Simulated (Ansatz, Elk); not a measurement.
# How far do independent atoms describe MgV2N?

Structure refinements treat a crystal as free atoms side by side. For a made-up structure of MgV2N (cell and positions from a PBEsol relaxation) the runs below show what the calculated density changes in F(hkl).

Main program and level: Elk 11.2.3 (patched build); DFT, PBE, all-electron APW+lo, Dirac cores, scalar-relativistic bands, static density, no spin.

The structure was built from a prototype and need not be the compound's stable phase.

### 1. Starting point

Symmetry: P6_3/mmc, No. 194, hexagonal system. Conventional cell: a = 2.908 Å, b = 2.908 Å, c = 13.757 Å, α = 90.00°, β = 90.00°, γ = 120.00°. V has 3 N at 1.98 Å nearest. Mg has 6 Mg at 2.91 Å and 6 V at 2.93 Å nearest. Nearest to N lie 6 V at 1.98 Å. Farther neighbours and most contacts between anions are not listed.

### 2. Ground state and structure factors

An all-electron density is needed, since X-rays see the cores too. Task 0 finds the density and task 195 Fourier-transforms it; tshift is off so that phases refer to the origin typed.

File elk.in:

```
tasks
  0
  195

xctype
  20

spinpol
  .false.

rgkmax
  7.0

gmaxvr
  14.0

lmaxo
  7

lmaxapw
  8

swidth
  0.002

tshift
  .false.

ramdisk
  .false.

hmaxvr
  5.5

maxscl
  120

epspot
  1e-06

sppath
  './'

avec
  5.49577208007 -0.00000000000 0.00000000000
  -2.74788604003 4.75947823475 -0.00000000000
  0.00000000000 -0.00000000000 25.99735302959

atoms
  3
  'V.in'
  4
  0.6666666667 0.3333333333 0.5756550884   0.000000 0.000000 0.000000
  0.3333333333 0.6666666667 0.4243449116   0.000000 0.000000 0.000000
  0.3333333333 0.6666666667 0.0756550884   0.000000 0.000000 0.000000
  0.6666666667 0.3333333333 0.9243449116   0.000000 0.000000 0.000000
  'Mg.in'
  2
  0.3333333333 0.6666666667 0.7500000000   0.000000 0.000000 0.000000
  0.6666666667 0.3333333333 0.2500000000   0.000000 0.000000 0.000000
  'N.in'
  2
  -0.0000000000 0.0000000000 0.5000000000   0.000000 0.000000 0.000000
  -0.0000000000 -0.0000000000 0.0000000000   0.000000 0.000000 0.000000

ngridk
  9 9 2
```

Launch:

```
OMP_NUM_THREADS=4 elk
```

Numbers of over 12 decimals in the logs are rounded to 6 here.

The program printed:

```text
┌─────────────────────────┐
│ Elk code version 11.2.3 │
└─────────────────────────┘

All units are atomic (Hartree, Bohr, etc.)

┌─────────────────────────────────────────────────┐
│ Ground-state run starting from atomic densities │
└─────────────────────────────────────────────────┘

Lattice vectors :
   5.495772080      -0.000000000       0.000000000
  -2.747886040       4.759478235      -0.000000000
   0.000000000      -0.000000000       25.99735303

Reciprocal lattice vectors :
   1.143276180      0.6600708100       0.000000000
   0.000000000       1.320141620       0.000000000
   0.000000000       0.000000000      0.2416855785

Unit cell volume      :    680.0129607
Brillouin zone volume :   0.3647727731

Muffin-tin inner radius fraction :   0.1000000000E-01

Nuclei treated as point charges

Species : 1 (V)
 parameters loaded from : V.in
 name : vanadium
 nuclear charge    :   -23.00000000
 electronic charge :    23.00000000
 atomic mass :    92860.67382
 muffin-tin radius :    2.104646143
 number of radial points in muffin-tin :    993
 inner part over the whole radius :   0.9997869453E-02
 number on inner part of muffin-tin    :    697
 approximate nuclear radius :   0.6897515165E-04
 number of mesh points to nuclear radius :    329
 atomic positions (lattice), magnetic fields (Cartesian) :
  1 :  -0.33333333  0.33333333 -0.42434491    0.00000000  0.00000000  0.00000000
  2 :   0.33333333 -0.33333333  0.42434491    0.00000000  0.00000000  0.00000000
  3 :   0.33333333 -0.33333333  0.07565509    0.00000000  0.00000000  0.00000000
  4 :  -0.33333333  0.33333333 -0.07565509    0.00000000  0.00000000  0.00000000

Species : 2 (Mg)
 parameters loaded from : Mg.in
 name : magnesium
 nuclear charge    :   -12.00000000
 electronic charge :    12.00000000
 atomic mass :    44305.30466
 muffin-tin radius :    2.200000000
 number of radial points in muffin-tin :    793
 inner part over the whole radius :   0.9941530515E-02
 number on inner part of muffin-tin    :    552
 approximate nuclear radius :   0.5710277704E-04
 number of mesh points to nuclear radius :    241
 atomic positions (lattice), magnetic fields (Cartesian) :
  1 :   0.33333333 -0.33333333 -0.25000000    0.00000000  0.00000000  0.00000000
  2 :  -0.33333333  0.33333333  0.25000000    0.00000000  0.00000000  0.00000000

Species : 3 (N)
 parameters loaded from : N.in
 name : nitrogen
 nuclear charge    :   -7.000000000
 electronic charge :    7.000000000
 atomic mass :    25532.65216
 muffin-tin radius :    1.578484607
 number of radial points in muffin-tin :    593
 inner part over the whole radius :   0.9841230351E-02
 number on inner part of muffin-tin    :    405
 approximate nuclear radius :   0.4939692610E-04
 number of mesh points to nuclear radius :    171
 atomic positions (lattice), magnetic fields (Cartesian) :
  1 :   0.00000000  0.00000000  0.50000000    0.00000000  0.00000000  0.00000000
  2 :   0.00000000  0.00000000  0.00000000    0.00000000  0.00000000  0.00000000

Total number of atoms per unit cell :    8
Total muffin-tin volume :    278.3550193
 ratio of muffin-tin to unit cell volume :   0.4093378147

Spin treatment :
 spin-unpolarised

Number of Bravais lattice symmetries :   24
Number of crystal symmetries         :   24
Crystal has inversion symmetry
Real symmetric eigensolver will be used

k-point grid :      9     9     2
k-point offset :    0.000000000       0.000000000       0.000000000
k-point set is reduced with full crystal symmetry group
Total number of k-points :       24

Muffin-tin radius times maximum |G+k| :    7.000000000
 using average radius
Maximum |G+k| for APW functions       :    3.505355792
Maximum (1/2)|G+k|²                   :    6.143759615
Maximum |G| for potential and density :    14.00000000
Constant for pseudocharge density :    8
 order of it for each species :   15  15  15
 order of it for pair densities of each species (exact exchange by exxq0 0: 16) :   11  12   5
Radial integration step length :    1

[...]
Madelung                    :     -5161.2454378012
 xc potential                :     -304.62284799148
 exchange                    :     -222.89881136085
 correlation                 :     -5.541183
 electron entropic           :    -0.13618914724380E-02
 total energy                :     -4309.3220173639

Density of states at Fermi energy :    93.82431508
 (states/Hartree/unit cell)

Estimated indirect band gap :   0.1940055088E-02
 from k-point 11 to k-point 12
Estimated direct band gap   :   0.1292574131E-01
 at k-point 2

Charges :
 core                        :    48.00000000
 valence                     :    82.00000000
 interstitial                :    12.58550174
 muffin-tins (core leakage)
  species : 1 (V)
[...]
species : 2 (Mg)
[...]
species : 3 (N)
[...]
total in muffin-tins        :    117.4144983
 total calculated charge     :    129.9993007
 total charge                :    130.0000000
 error                       :   0.6993002642E-03

RMS change in Kohn-Sham potential (target) :    1.204947721     (  0.1000000000E-05)
Absolute change in total energy (target)   :   0.2271638247     (  0.1000000000E-03)

[... loops 3 to 16 left out ...]

┌──────────────────┐
│ Loop number : 17 │
└──────────────────┘

Energies :
 Fermi                       :     0.323005
 sum of occupied eigenvalues :     -2476.1070174170
 electron kinetic            :      4347.9992628968
 core electron kinetic       :      3861.5895801357
 Coulomb                     :     -8427.0256393424
 Coulomb potential           :     -6528.0778532041
 nuclear-nuclear             :     -657.27915383771
 electron-nuclear            :     -9033.9439431243
 Hartree                     :      1264.1974576195
 Madelung                    :     -5162.9867127404
 xc potential                :     -296.02842710970
 exchange                    :     -223.03779114576
 correlation                 :     -5.552590
 electron entropic           :    -0.17350399825410E-02
 total energy                :     -4307.6184929214

Density of states at Fermi energy :    127.4736239
 (states/Hartree/unit cell)

Estimated indirect band gap :   0.2837677482E-02
 from k-point 22 to k-point 23
Estimated direct band gap   :   0.9101716266E-02
 at k-point 11

Charges :
 core                        :    48.00000000
 valence                     :    82.00000000
 interstitial                :    12.74949843
 muffin-tins (core leakage)
  species : 1 (V)
[...]
species : 2 (Mg)
[...]
species : 3 (N)
[...]
total in muffin-tins        :    117.2505016
 total calculated charge     :    129.9993604
 total charge                :    130.0000000
 error                       :   0.6396263071E-03

RMS change in Kohn-Sham potential (target) :   0.3520557160E-06 (  0.1000000000E-05)
Absolute change in total energy (target)   :   0.1344273278E-04 (  0.1000000000E-03)

Convergence targets achieved

┌──────────────────┐
│ Loop number : 18 │
└──────────────────┘

Energies :
 Fermi                       :     0.323005
 sum of occupied eigenvalues :     -2476.1070184877
 electron kinetic            :      4347.9992645964
 core electron kinetic       :      3861.5895808973
 Coulomb                     :     -8427.0256400355
 Coulomb potential           :     -6528.0778510546
 nuclear-nuclear             :     -657.27915383771
 electron-nuclear            :     -9033.9439467455
 Hartree                     :      1264.1974605477
 Madelung                    :     -5162.9867145082
 xc potential                :     -296.02843202944
 exchange                    :     -223.03779123349
 correlation                 :     -5.552590
 electron entropic           :    -0.17350396005580E-02
 total energy                :     -4307.6184920028

Density of states at Fermi energy :    127.4735901
 (states/Hartree/unit cell)

Estimated indirect band gap :   0.2837676985E-02
 from k-point 22 to k-point 23
Estimated direct band gap   :   0.9101716586E-02
 at k-point 11

Charges :
 core                        :    48.00000000
 valence                     :    82.00000000
 interstitial                :    12.74949835
 muffin-tins (core leakage)
  species : 1 (V)
[...]
species : 2 (Mg)
[...]
atom 2                    :    10.59955411     ( -0.9828258740E-07)
  species : 3 (N)
   atom 1                    :    5.999344278     (  0.1719818570E-05)
   atom 2                    :    5.999344278     (  0.1719818570E-05)
 total in muffin-tins        :    117.2505016
 total calculated charge     :    129.9993604
 total charge                :    130.0000000
 error                       :   0.6396262918E-03

┌──────────────────────────────┐
│ Self-consistent loop stopped │
└──────────────────────────────┘

Wrote STATE.OUT
```

It took 57 s on 4 threads of Arm Neoverse V2, shared host; peak memory 0.24 GiB; 3 min of CPU time.

SFACRHO.OUT:

```text

h k l indices transformed by vhmat matrix:
   1.000000000       0.000000000       0.000000000    
   0.000000000       1.000000000       0.000000000    
   0.000000000       0.000000000       1.000000000    

      h      k      l  multipl.   |H|            Re(F)            Im(F)           |F|

      0      0      0      1   0.0000000       130.00000      0.20090895E-16   130.00000    
      0      0     -1      2  0.24168558      0.10026893E-13 -0.33721107E-14  0.10578739E-13
      0      0      2      2  0.48337116       41.335503     -0.45548921E-14   41.335503    
      0      0      3      2  0.72505674      0.11796344E-13  0.22543527E-14  0.12009823E-13
      0      0      4      2  0.96674231       5.8632952     -0.83514191E-14   5.8632952    
      0      0     -5      2   1.2084279      0.70188250E-13 -0.73888294E-14  0.70576095E-13
      0      1      0      6   1.3201416      -33.055937     -0.48040900E-14   33.055937    
      1     -1     -1      6   1.3420826      -11.620273     -0.78463375E-14   11.620273    
      0     -1     -1      6   1.3420826       11.620273     -0.14929355E-13   11.620273    
     -1      0      2      6   1.4058526      -1.5005823     -0.38150258E-14   1.5005823    
      0      1     -2      6   1.4058526      -1.5005823      0.50364383E-14   1.5005823    
      0      0     -6      2   1.4501135      -70.133452      0.37457606E-14   70.133452    
     -1      1     -3      6   1.5061478       69.268804      0.27067235E-13   69.268804    
      0      1     -3      6   1.5061478      -69.268804     -0.94868823E-14   69.268804    
      0     -1      4      6   1.6362654       9.9571882      0.91582850E-14   9.9571882    
     -1      0      4      6   1.6362654       9.9571882     -0.85298764E-14   9.9571882    
      0      0     -7      2   1.6917990     -0.48954830E-13 -0.14894002E-13  0.51170369E-13
      0      1     -5      6   1.7897128      -22.044765     -0.32881170E-13   22.044765
```

Elk indexes on the primitive cell of elk.in and gives |H| = 4π sin θ/λ in inverse bohr. Below, one row stands for each form hkl of the conventional cell (m members, Friedel mates merged), F is for one primitive cell and the density is static (no thermal factor). Free-atom factors are Waasmaier and Kirfel's, and R is Σm||F|−|F'||/Σm|F|.

```csv
hkl,m,sin θ/λ (Å⁻¹),"abs F, DFT",neutral atoms,diff.
001,2,0.036,0.000,0.000,+0.000
002,2,0.073,41.336,40.887,+0.449
003,2,0.109,0.000,0.000,+0.000
004,2,0.145,5.863,5.651,+0.212
005,2,0.182,0.000,0.000,+0.000
100,6,0.199,33.056,33.699,-0.643
101,12,0.202,11.620,11.780,-0.160
102,12,0.211,1.501,2.005,-0.504
006,2,0.218,70.133,71.442,-1.308
103,12,0.227,69.269,69.968,-0.699
104,12,0.246,9.957,9.740,+0.218
007,2,0.254,0.000,0.000,+0.000
105,12,0.269,22.045,22.167,-0.123
008,2,0.291,22.836,23.319,-0.483
106,12,0.295,41.175,41.208,-0.034
107,12,0.323,3.870,3.815,+0.055
009,2,0.327,0.000,0.000,+0.000
110,6,0.344,70.759,70.836,-0.078
```

### 3. The highest occupied states alone

An energy window below the Fermi level keeps the highest occupied states, to see at which angles they scatter; shallow core shells can lie inside it and anion s states outside. No new self-consistency is needed.

elk.in: that of step 2 with these lines changed.

```diff
@@ -1,3 +1,2 @@
 tasks
-  0
   195
@@ -40,2 +39,5 @@
 
+wsfac
+  -0.228230 0.623010
+
 sppath
```

Launch:

```
OMP_NUM_THREADS=4 elk
```

The program printed:

```text
┌─────────────────────────────────┐
│ Elk code version 11.2.3 started │
└─────────────────────────────────┘

Info(readinput): the functional depends on the density's gradient
 muffin-tin radial points multiplied by    2.00000
 (not where nrmtscf is given)

┌────────────────────┐
│ Current task : 195 │
└────────────────────┘
Info(checkmt): changed muffin-tin radius of species 1 (V) from   2.4000 to   2.1046
Info(checkmt): changed muffin-tin radius of species 3 (N) from   1.8000 to   1.5785

Info(sfacrho): density structure factors written to SFACRHO.OUT

 Energy window :  -0.2282300000      0.6230100000

┌──────────────────┐
│ Elk code stopped │
└──────────────────┘
```

It took 13 s on 4 threads; peak memory 0.17 GiB; 15 s of CPU time.

States within 15 eV below the Fermi level hold 30.00 electrons; any levels below the window count with the cores. Their amplitudes can exceed the total, where window and core parts have opposite phase:

```csv
hkl,sin θ/λ (Å⁻¹),"abs F, window","abs F, all"
001,0.036,0.000,0.000
002,0.073,12.406,41.336
003,0.109,0.000,0.000
004,0.145,2.073,5.863
005,0.182,0.000,0.000
100,0.199,0.697,33.056
101,0.202,2.256,11.620
102,0.211,1.830,1.501
006,0.218,1.184,70.133
103,0.227,3.824,69.269
```

### 4. Another functional

The difference from free atoms is small, so it is set against the change that LDA (Perdew-Wang) makes.

elk.in: that of step 3 with these lines changed.

```diff
@@ -1,2 +1,3 @@
 tasks
+  0
   195
@@ -4,3 +5,3 @@
 xctype
-  20
+  3
 
@@ -39,5 +40,2 @@
 
-wsfac
-  -0.228230 0.623010
-
 sppath
```

Launch:

```
OMP_NUM_THREADS=4 elk
```

The program printed:

```text
┌─────────────────────────┐
│ Elk code version 11.2.3 │
└─────────────────────────┘

All units are atomic (Hartree, Bohr, etc.)

┌─────────────────────────────────────────────────┐
│ Ground-state run starting from atomic densities │
└─────────────────────────────────────────────────┘

Lattice vectors :
   5.495772080      -0.000000000       0.000000000
  -2.747886040       4.759478235      -0.000000000
   0.000000000      -0.000000000       25.99735303

Reciprocal lattice vectors :
   1.143276180      0.6600708100       0.000000000
[...]
interstitial                :    12.69069345
 muffin-tins (core leakage)
  species : 1 (V)
[...]
species : 2 (Mg)
[...]
species : 3 (N)
   atom 1                    :    5.978501626     ( -0.2134345908E-05)
   atom 2                    :    5.978501626     ( -0.2134345908E-05)
 total in muffin-tins        :    117.3093065
 total calculated charge     :    129.9993857
 total charge                :    130.0000000
 error                       :   0.6143449498E-03

┌──────────────────────────────┐
│ Self-consistent loop stopped │
└──────────────────────────────┘

Wrote STATE.OUT
[key lines of the parts left out:]
total energy                :     -4297.6648726969
```

Wall time 38 s (4 threads); peak memory 0.2 GiB; 2.1 min of CPU time.

Against the first run R = 0.08 %; the largest change is -0.084 at 110.

### 5. Basis size

The basis and the expansions that go with it are enlarged, to see whether the differences are converged.

elk.in: that of step 4 with these lines changed.

```diff
@@ -5,3 +5,3 @@
 xctype
-  3
+  20
 
@@ -11,12 +11,12 @@
 rgkmax
-  7.0
+  8.5
 
 gmaxvr
-  14.0
+  18.0
 
 lmaxo
-  7
+  9
 
 lmaxapw
-  8
+  10
```

Launch:

```
OMP_NUM_THREADS=4 elk
```

The program printed:

```text
┌─────────────────────────┐
│ Elk code version 11.2.3 │
└─────────────────────────┘

All units are atomic (Hartree, Bohr, etc.)

┌─────────────────────────────────────────────────┐
│ Ground-state run starting from atomic densities │
└─────────────────────────────────────────────────┘

Lattice vectors :
   5.495772080      -0.000000000       0.000000000
  -2.747886040       4.759478235      -0.000000000
   0.000000000      -0.000000000       25.99735303

Reciprocal lattice vectors :
   1.143276180      0.6600708100       0.000000000
[...]
interstitial                :    12.69450870
 muffin-tins (core leakage)
  species : 1 (V)
[...]
species : 2 (Mg)
[...]
species : 3 (N)
   atom 1                    :    6.011824981     (  0.1722814507E-05)
   atom 2                    :    6.011824981     (  0.1722814507E-05)
 total in muffin-tins        :    117.3054913
 total calculated charge     :    129.9997404
 total charge                :    130.0000000
 error                       :   0.2595696347E-03

┌──────────────────────────────┐
│ Self-consistent loop stopped │
└──────────────────────────────┘

Wrote STATE.OUT
[key lines of the parts left out:]
total energy                :     -4307.6465868411
```

Run time: 2.8 min. Hardware: 4 threads; peak memory 0.5 GiB; 9.1 min of CPU time.

Against the first run R = 0.03 %; the largest change is -0.024 at 0 0 14.

### 6. Settings against the effect

```csv
run,R against the first run (%),"R against neutral atoms, low angle (%)",wall time
"PBE, rgkmax 7",0.00,1.26,57 s
LDA (Perdew-Wang),0.08,1.25,38 s
rgkmax 8.5 with larger expansions,0.03,1.25,2.8 min
```

### 7. Summary of results

| Quantity | Value |
| --- | --- |
| R against neutral atoms, sin θ/λ < 0.3 Å⁻¹ | 1.26 % |
| R against neutral atoms, 0.3 to 0.81 Å⁻¹ | 0.27 % |

**Reading.** Independent neutral atoms miss the calculated amplitudes by R = 1.26 % below 0.3 Å⁻¹ and 0.27 % from there to 0.81 Å⁻¹; by shells, 1.40 % below 0.15 Å⁻¹ (2 forms), 1.26 % 0.15 to 0.3 (9 forms), 0.28 % 0.3 to 0.45 (17 forms), 0.27 % above 0.45 (92 forms). Bonding, aspherical density and the tables' own atoms all enter these figures, and the runs don't part them. The largest change of an amplitude is -1.31 electrons, at 006. Weak lines can change much in proportion: 102 goes from 2.00 to 1.50. The window's part falls from 30.0 electrons at the origin to at most 1.12 between 0.45 and 0.81 Å⁻¹, where compact states inside the window still scatter. Below 0.3 Å⁻¹ the changes that finished (LDA (Perdew-Wang) and rgkmax 8.5 with larger expansions) move F by R = 0.07 % at most, against the 1.26 % that separates it from free atoms. The k-mesh has no finished test. These runs have no spin, though d or f shells may be open. Part of the difference isn't bonding: the tables are fits to free atoms and ions calculated by other methods than this functional. Thermal motion, anomalous dispersion and extinction are left out.

[Logs are printed without paths, hosts, clocks, repeated set-up lines and the standing remarks that a program may print on its own settings, such as how far it seeks lower states.]

[Hosts, paths, dates, database ids (printed as entryN), source tags and the programs' standing remarks are cut or masked in the printed files.]
